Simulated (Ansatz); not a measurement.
# What CsZnH3 (model cell, started as cubic perovskite with Zn in the octahedra) distorts into

Wanted: the energy along a soft mode of CsZnH3 (model cell, started as cubic perovskite with Zn in the octahedra) and the structure at the end.

Main program and level: Ansatz 0.2.0; DFT r2SCAN, scalar-relativistic, plane waves, PAW; PAW set soft_1.

Report form: the programs' logs are mostly left out.

The structure was built from a prototype and need not be the compound's stable phase.

### 1. Set-up

Symmetry: Pm-3m, No. 221, cubic system. Conventional cell: a = 4.091 Å, b = 4.091 Å, c = 4.091 Å, α = 90.00°, β = 90.00°, γ = 90.00°. Nearest to Cs lie 12 H at 2.89 Å. Zn has 6 H at 2.05 Å nearest. Nearest to H lie 2 Zn at 2.05 Å and 4 Cs at 2.89 Å and 8 H at 2.89 Å. Farther neighbours are not listed.

### 2. The dispersion

The cell comes from relaxations at this level that are not shown. Stability and thermal properties need the whole zone. Linear response on a 2×2×2 q mesh gives force constants as far as a supercell of that size would.

input.yaml reads:

```yaml
crystal:
  lattice:
    - [4.0907575584, 0.0, 0.0]
    - [0.0, 4.0907575584, 0.0]
    - [0.0, 0.0, 4.0907575584]
  atoms:
    - { symbol: Cs, position: [0.0, 0.0, 0.0] }
    - { symbol: Zn, position: [0.5, 0.5, 0.5] }
    - { symbol: H, position: [0.5, 0.5, 0.0] }
    - { symbol: H, position: [0.5, 0.0, 0.5] }
    - { symbol: H, position: [0.0, 0.5, 0.5] }
kpoints:
  mp_grid: { grid: [12, 12, 12] }
hamiltonian:
  xc: r2scan
  pseudopotentials: { kind: paw, azcp: { folder: soft_1 } }
scf:
  occupations: { method: methfessel_paxton, width: 0.2 }
output:
  eigenvalues: true
phonons:
  method: dfpt
  qmesh: [2, 2, 2]
  temperatures: { t_max: 1000, t_step: 50 }
  qpath:
    path:
      - [[0.0, 0.0, 0.0], [0.0, 0.5, 0.0], [0.5, 0.5, 0.0], [0.0, 0.0, 0.0], [0.5, 0.5, 0.5], [0.0, 0.5, 0.0]]
      - [[0.5, 0.5, 0.5], [0.5, 0.5, 0.0]]
    npoints: 10
```

Run with:

```sh
$ ansatz run input.yaml --threads 4 --pin off --max-ram 16384MiB --backend cpu --events-out ev --progress --plain --runs-dir out
```

Wall time 17 min (4 threads of Arm Neoverse V1, shared host); peak memory 4 GiB.

Numbers from this step:

- volume per atom: 13.69 Å³
- gap on the k-mesh: 0 eV
- sum-rule residual before enforcement: 6.94e-5 eV/Å²
- lowest frequency on the path: -1196 cm⁻¹
- point group: m-3m
- highest frequency on the path or at a solved wavevector: 974.6 cm⁻¹
- highest optical mode at the zone centre (no LO-TO term): 912 cm⁻¹
- lowest optical zone-centre mode: -374.5 cm⁻¹
- lowest mode on the q mesh (acoustic modes at Γ apart): -1196 cm⁻¹

Frequencies (cm⁻¹) solved at each irreducible wavevector; negative means imaginary. Frequencies by wavevector, by row:

| q in reciprocal lattice units | star | mode 1 | mode 2 | mode 3 | mode 4 | mode 13 | mode 14 | mode 15 |
| --- | --- | --- | --- | --- | --- | --- | --- | --- |
| 0 0 0 | 1 | -374.5 | -374.5 | -374.5 | 0 | 912 | 912 | 912 |
| 0 0 -0.5 | 3 | -349.3 | -349.3 | 94 | 94 | 909.4 | 909.4 | 958.9 |
| 0 -0.5 -0.5 | 3 | -1196 | -258.4 | 61.4 | 61.4 | 877.6 | 877.6 | 974.6 |
| -0.5 -0.5 -0.5 | 1 | -1093 | -1093 | 102 | 102 | 926.8 | 926.8 | 926.8 |

Interpolated from a 2×2×2 q mesh, rough between the solved points. The phonon branches at the labelled points (cm⁻¹):

| point | branch 1 | branch 2 | branch 3 | branch 4 | branch 12 | branch 13 | branch 14 | branch 15 |
| --- | --- | --- | --- | --- | --- | --- | --- | --- |
| Γ | -374 | -374 | -374 | 0 | 836 | 912 | 912 | 912 |
| halfway | -362 | -362 | -184 | 63 | 869 | 908 | 908 | 936 |
| X | -349 | -349 | 94 | 94 | 900 | 909 | 909 | 959 |
| halfway | -938 | -300 | 24 | 73 | 895 | 900 | 901 | 956 |
| M | -1196 | -258 | 61 | 61 | 876 | 878 | 878 | 975 |
| halfway | -759 | -330 | -50 | 33 | 888 | 896 | 898 | 953 |
| Γ | -374 | -374 | -374 | 0 | 836 | 912 | 912 | 912 |
| halfway | -760 | -760 | -24 | 65 | 850 | 911 | 911 | 966 |
| R | -1093 | -1093 | 102 | 102 | 814 | 927 | 927 | 927 |
| halfway | -977 | -761 | 34 | 77 | 845 | 924 | 931 | 941 |
| X | -349 | -349 | 94 | 94 | 900 | 909 | 909 | 959 |
| jump to R | -1093 | -1093 | 102 | 102 | 814 | 927 | 927 | 927 |
| halfway | -1145 | -825 | 82 | 82 | 824 | 915 | 915 | 951 |
| M | -1196 | -258 | 61 | 61 | 876 | 878 | 878 | 975 |

Symmetry leaves 4 wavevectors to solve. The lowest mode among them, the acoustic zeros apart, lies at q = (0, -0.5, -0.5) and is imaginary, 1195.7i cm⁻¹, so the energy falls along it.

### 3. The mode frozen in, largest atomic shift 0 Å

The mode followed lies at q = (0, -0.5, -0.5) with frequency 1195.7i cm⁻¹, the softest among the wavevectors solved. At small amplitude the distorted cell has space group no. 127 by a symmetry search on the positions. The undistorted cell that holds it gives the zero of energy on the same k mesh.

System of this step: CsZnH3 (model cell, started as cubic perovskite with Zn in the octahedra). Symmetry: Pm-3m, No. 221, cubic system. Conventional cell: a = 4.091 Å, b = 4.091 Å, c = 4.091 Å, α = 90.00°, β = 90.00°, γ = 90.00°. Cs has 12 H at 2.89 Å nearest. Nearest to Zn lie 6 H at 2.05 Å. Nearest to H lie 2 Zn at 2.05 Å and 8 H at 2.89 Å and 4 Cs at 2.89 Å. H has 2 Zn at 2.05 Å and 8 H at 2.89 Å and 4 Cs at 2.89 Å nearest. Farther neighbours are not listed.

input.yaml reads:

```yaml
crystal:
  lattice:
    - [-4.0907575584, 0.0, 0.0]
    - [0.0, -4.0907575584, -4.0907575584]
    - [0.0, -4.0907575584, 4.0907575584]
  atoms:
    - { symbol: Cs, position: [0.0, 0.5, 0.5] }
    - { symbol: Cs, position: [0.0, 0.0, 0.0] }
    - { symbol: Zn, position: [0.5, 0.0, 0.5] }
    - { symbol: Zn, position: [0.5, 0.5, 0.0] }
    - { symbol: H, position: [0.5, 0.25, 0.25] }
    - { symbol: H, position: [0.5, 0.75, 0.75] }
    - { symbol: H, position: [0.5, 0.25, 0.75] }
    - { symbol: H, position: [0.5, 0.75, 0.25] }
    - { symbol: H, position: [0.0, 0.0, 0.5] }
    - { symbol: H, position: [0.0, 0.5, 0.0] }
kpoints:
  mp_grid: { grid: [10, 6, 6] }
hamiltonian:
  xc: r2scan
  pseudopotentials: { kind: paw, azcp: { folder: soft_1 } }
scf:
  occupations: { method: methfessel_paxton, width: 0.2 }
output:
  forces: true
  stress: true
  eigenvalues: true
```

It took 16 s on 4 threads; peak memory 0.85 GiB.

Numbers from this step:

```yaml
pressure: -0.01039 GPa
energy_from_the_undistorted_cell: 0 meV/atom
```

The run ends at a pressure of -0.01 GPa.

### 4. The mode frozen in, largest atomic shift 0.45 Å

The atoms are moved along the unstable eigenvector, the largest shift by 0.45 Å, with the cell fixed.

input.yaml, the sections that differ from step 3:

```yaml
crystal:
  lattice:
    - [-4.0907575584, 0.0, 0.0]
    - [0.0, -4.0907575584, -4.0907575584]
    - [0.0, -4.0907575584, 4.0907575584]
  atoms:
    - { symbol: Cs, position: [0.0, 0.5, 0.5] }
    - { symbol: Cs, position: [0.0, 0.0, 0.0] }
    - { symbol: Zn, position: [0.5, 0.0, 0.5] }
    - { symbol: Zn, position: [0.5, 0.5, 0.0] }
    - { symbol: H, position: [0.5, 0.1949979627, 0.3050020373] }
    - { symbol: H, position: [0.5, 0.8050020373, 0.6949979627] }
    - { symbol: H, position: [0.5, 0.3050020373, 0.8050020373] }
    - { symbol: H, position: [0.5, 0.6949979627, 0.1949979627] }
    - { symbol: H, position: [0.0, 0.0, 0.5] }
    - { symbol: H, position: [0.0, 0.5, 0.0] }
# kpoints, hamiltonian, scf, output: as in step 3
```

Elapsed: 13 s, on 4 threads; peak memory 0.85 GiB; 51 s of CPU time.

This step gave:

```
pressure                         : 4.601 GPa
gap on the k-mesh                : 1.341 eV
energy from the undistorted cell : -63.06 meV/atom
```

The energy, extrapolated to zero smearing, is -63.06 meV/atom against the undistorted cell.

The run ends at a pressure of 4.60 GPa, with forces up to 0.23 eV/Å.

### 5. Energy along the mode, all amplitudes (two of the runs are shown above)

An imaginary frequency means negative curvature, so the energy should fall and then rise again as anharmonic terms take over.

This step gave:

```
depth at the lowest point sampled  : 63.06 meV/atom
largest atomic shift at that point : 0.45 Å
```

Table of energy from the parent by largest atomic shift:

| largest atomic shift (Å) | energy from the parent (meV/atom) |
| --- | --- |
| 0.000 | 0 |
| 0.040 | -1.69 |
| 0.080 | -6.31 |
| 0.140 | -16.9 |
| 0.220 | -34.4 |
| 0.320 | -55.1 |
| 0.450 | -63.1 |
| 0.600 | -0.879 |

Displacement at unit largest shift by atom:

| atom | x (Å) | y (Å) | z (Å) | size |
| --- | --- | --- | --- | --- |
| Cs1 | 0.00 | 0.00 | 0.00 | 0.00 |
| Cs2 | 0.00 | 0.00 | 0.00 | 0.00 |
| Zn3 | 0.00 | 0.00 | 0.00 | 0.00 |
| Zn4 | 0.00 | 0.00 | 0.00 | 0.00 |
| H5 | 0.00 | 0.00 | 1.00 | 1.00 |
| H6 | 0.00 | 0.00 | -1.00 | 1.00 |
| H7 | 0.00 | -1.00 | 0.00 | 1.00 |
| H8 | 0.00 | 1.00 | 0.00 | 1.00 |
| H9 | 0.00 | 0.00 | 0.00 | 0.00 |
| H10 | 0.00 | 0.00 | 0.00 | 0.00 |

The lowest of the steps tried is at 0.45 Å, 63.1 meV/atom below the parent; the bottom of the well need not coincide with a step.

### 6. Relaxing from the distorted cell

Starting from the lowest point found, all atoms and the cell are let go, so that strain and other modes of the same symmetry can join in.

Changes to input.yaml since step 4:

```diff
@@ -27 +27,10 @@
   eigenvalues: true
+  write_density: true
+  write_potential: true
+  elf: true
+  volumetric_format: npy
+relax:
+  adjacent_minimum: "off"
+  f_tol: 0.002
+  max_steps: 120
+  cell: { stress_tol: 0.03 }
```

Run time: 2.1 min. Hardware: 4 threads; peak memory 1 GiB; 8 min of CPU time.

The steps of the relaxation:

| step | energy less that of the first step (eV) | largest force component (eV/Å) | pressure (GPa) | volume (Å³) |
| --- | --- | --- | --- | --- |
| 1 | 0.0000 | 0.2317 | 4.60 | 136.91 |
| 2 | -0.2414 | 0.0142 | 0.45 | 154.35 |
| 3 | -0.2503 | 0.0124 | 0.11 | 156.88 |
| 4 | -0.2520 | 0.0145 | 0.00 | 157.84 |
| 5 | -0.2522 | 0.0180 | -0.04 | 157.49 |
| 6 | -0.2522 | 0.0001 | 0.00 | 157.52 |
| 7* | -0.2591 | 0.0004 | 0.04 | 157.52 |
| 8 | -0.2591 | 0.0002 | 0.00 | 157.84 |
| 9* | -0.2592 | 0.0002 | 0.00 | 157.84 |

Relaxation steps marked * repeat the geometry before them on a plane-wave basis chosen anew for their cell, so energy and pressure can jump there.

Forces are held to the 16 operations that the run works with; a distortion that breaks them can't arise in this run.

| cell as run | before | after | change |
| --- | --- | --- | --- |
| a (Å) | 4.091 | 4.137 | +1.1 % |
| b (Å) | 5.785 | 6.176 | +6.8 % |
| c (Å) | 5.785 | 6.176 | +6.8 % |
| volume (Å³/atom) | 13.69 | 15.78 | +15.3 % |

The atoms that moved most (Å, as changes of fractional coordinates times the final cell):

| atom | dx | dy | dz | length |
| --- | --- | --- | --- | --- |
| H7 | 0.000 | -0.084 | 0.000 | 0.084 |
| H5 | 0.000 | 0.000 | 0.084 | 0.084 |
| H6 | 0.000 | 0.000 | -0.084 | 0.084 |
| H8 | 0.000 | 0.084 | 0.000 | 0.084 |

This step gave:

- pressure: 0.002091 GPa
- volume per atom: 15.78 Å³
- gap on the k-mesh: 1.427 eV

Electrostatic potential energy in the ac plane at fractional y = 0.500, with atoms of Cs and Zn and H within 0.2 Å of it. With pseudopotentials it is smooth inside the atoms' cores, unlike the true potential.

Ten even steps from '0' (-47 eV) to '9' (9 eV), each cell a mean:
```
57996200038997
99998521369999
99999876789999
99999999999999
99999999999999
88999999999988
66789999999876
55579999998755
55568999997545
55458999997545
55568999997545
44578999998654
55789999999865
78899999999988
99999999999999
99999999999999
99999987899999
99998643479999
68997300048998
36995100027985
```
Columns run along a (4.1 Å; values clipped at the 3rd and 97th percentile), rows up along c (6.2 Å). Atoms in or near the plane, at fractional coordinates: Cs at (0.00, 0.50), Zn at (0.50, 0.00), H at (0.00, 0.00).

ELF in the ac plane at fractional y = 0.500, with atoms of Cs and Zn and H within 0.2 Å of it. It is the smooth field of the valence electrons, not physical close to the nuclei.

Ten even steps from '0' (0.01 × 1e-1) to '9' (9.96 × 1e-1), each cell a mean:
```
99721000011499
99621100011389
76311111111246
11001222221011
11000133210001
66410011100256
88762000003688
88885100027888
46887300148885
03887400158862
25887400158874
78886200037888
88873000015788
77530001001367
32100123200022
00001223210000
54211111111134
98521110111379
99721000011399
99731000001499
```
Columns run along a (4.1 Å), rows up along c (6.2 Å). Atoms in or near the plane, at fractional coordinates: Cs at (0.00, 0.50), Zn at (0.50, 0.00), H at (0.00, 0.00).

Valence density in the ac plane at fractional y = 0.500, with atoms of Cs and Zn and H within 0.2 Å of it. It is the smooth field of the valence electrons, not physical close to the nuclei.

Ten steps, logarithmic in the rise over the least value, from '_' (0 e/Å³) to '@' (33 e/Å³), each cell a mean:
```
--::::::::==##%%**--::::::::
::::....::--==++==::......::
..........::::::::..........
............................
............................
::::......................::
--::::................::::::
------::............::::----
::------::..........::----::
__::----::..........::----..
..::----::..........::----::
------::............::::----
----::::..............::::--
::::....................::::
............................
............................
............::::::..........
::......::::------::........
::::::..::--####++--::..::::
----::::::++@@@@##==::::::--
```
Columns run along a (4.1 Å), rows up along c (6.2 Å). Atoms in or near the plane, at fractional coordinates: Cs at (0.00, 0.50), Zn at (0.50, 0.00), H at (0.00, 0.00).

The distorted start has space group P4/mbm; the relaxation ends in P4/mbm.

### 7. The new phase in its own primitive cell

The relaxed structure is symmetrised, reduced to its primitive cell and relaxed tightly, as its phonons need.

input.yaml reads:

```yaml
crystal:
  lattice:
    - [6.1764896935, 0.0, 0.0]
    - [0.0, 6.1764896935, 0.0]
    - [0.0, 0.0, 4.137498164]
  atoms:
    - { symbol: Cs, position: [0.5, 0.5, 0.0] }
    - { symbol: Cs, position: [0.0, 0.0, 0.0] }
    - { symbol: Zn, position: [0.0, 0.5, 0.5] }
    - { symbol: Zn, position: [0.5, 0.0, 0.5] }
    - { symbol: H, position: [0.1853965177, 0.3146034823, 0.5] }
    - { symbol: H, position: [0.8146034823, 0.6853965177, 0.5] }
    - { symbol: H, position: [0.3146034823, 0.8146034823, 0.5] }
    - { symbol: H, position: [0.6853965177, 0.1853965177, 0.5] }
    - { symbol: H, position: [0.0, 0.5, 0.0] }
    - { symbol: H, position: [0.5, 0.0, 0.0] }
kpoints:
  mp_grid: { grid: [4, 4, 6] }
hamiltonian:
  xc: r2scan
  pseudopotentials: { kind: paw, azcp: { folder: soft_1 } }
scf:
  occupations: { method: fixed }
output:
  forces: true
  stress: true
  eigenvalues: true
relax:
  adjacent_minimum: "off"
  f_tol: 0.001
  max_steps: 60
  cell: { stress_tol: 0.01 }
```

Wall time 15 s (4 threads); peak memory 0.84 GiB.

Little changed from the start: no atom moved by 0.005 Å and no cell edge by 0.1 %.

This step gave:

- pressure: 0.003387 GPa
- gap on the k-mesh: 1.399 eV
- direct gap on mesh: 2.286 eV

The largest force component left is 0.24 meV/Å and the pressure is 0.003 GPa, within the tolerances set. The cell now holds 15.78 Å³/atom.

### 8. Modes of the new phase, k-mesh 4×4×6, occupations fixed

A relaxed structure may still be a saddle point, so its zone-centre modes are computed. The response to a homogeneous field gives the Born charges and the dielectric tensor.

Changes to input.yaml since step 7:

```diff
@@ -24,9 +24,6 @@
 output:
-  forces: true
-  stress: true
   eigenvalues: true
-relax:
-  adjacent_minimum: "off"
-  f_tol: 0.001
-  max_steps: 60
-  cell: { stress_tol: 0.01 }
+phonons:
+  method: dfpt
+  dielectric: true
+  rigid_motions: translations
```

Run time: 7.1 min. Hardware: 4 threads; peak memory 4.9 GiB; 27 min of CPU time.

This step gave:

```
sum-rule residual before enforcement                    : 8.84e-4 eV/Å²
miss of the charge sum rule                             : 0.006365 e
estimated error of the dielectric tensor                : 0.01944
estimated error of the Born charges                     : 0.01787 e
point group                                             : 4/mmm
highest optical mode at the zone centre (no LO-TO term) : 1509 cm⁻¹
lowest optical zone-centre mode                         : -519.7 cm⁻¹
mean high-frequency dielectric constant                 : 4.840
largest Born charge (third of the trace)                : 2.087 e
top of the zone-centre spectrum with the field          : 1531 cm⁻¹
```

(Part 1 of 2 ends here.)

[Logs are printed without paths, hosts, clocks, repeated set-up lines and the standing remarks that a program may print on its own settings, such as how far it seeks lower states.]

[Hosts, paths, dates, database ids (printed as entryN), source tags and the programs' standing remarks are cut or masked in the printed files.]
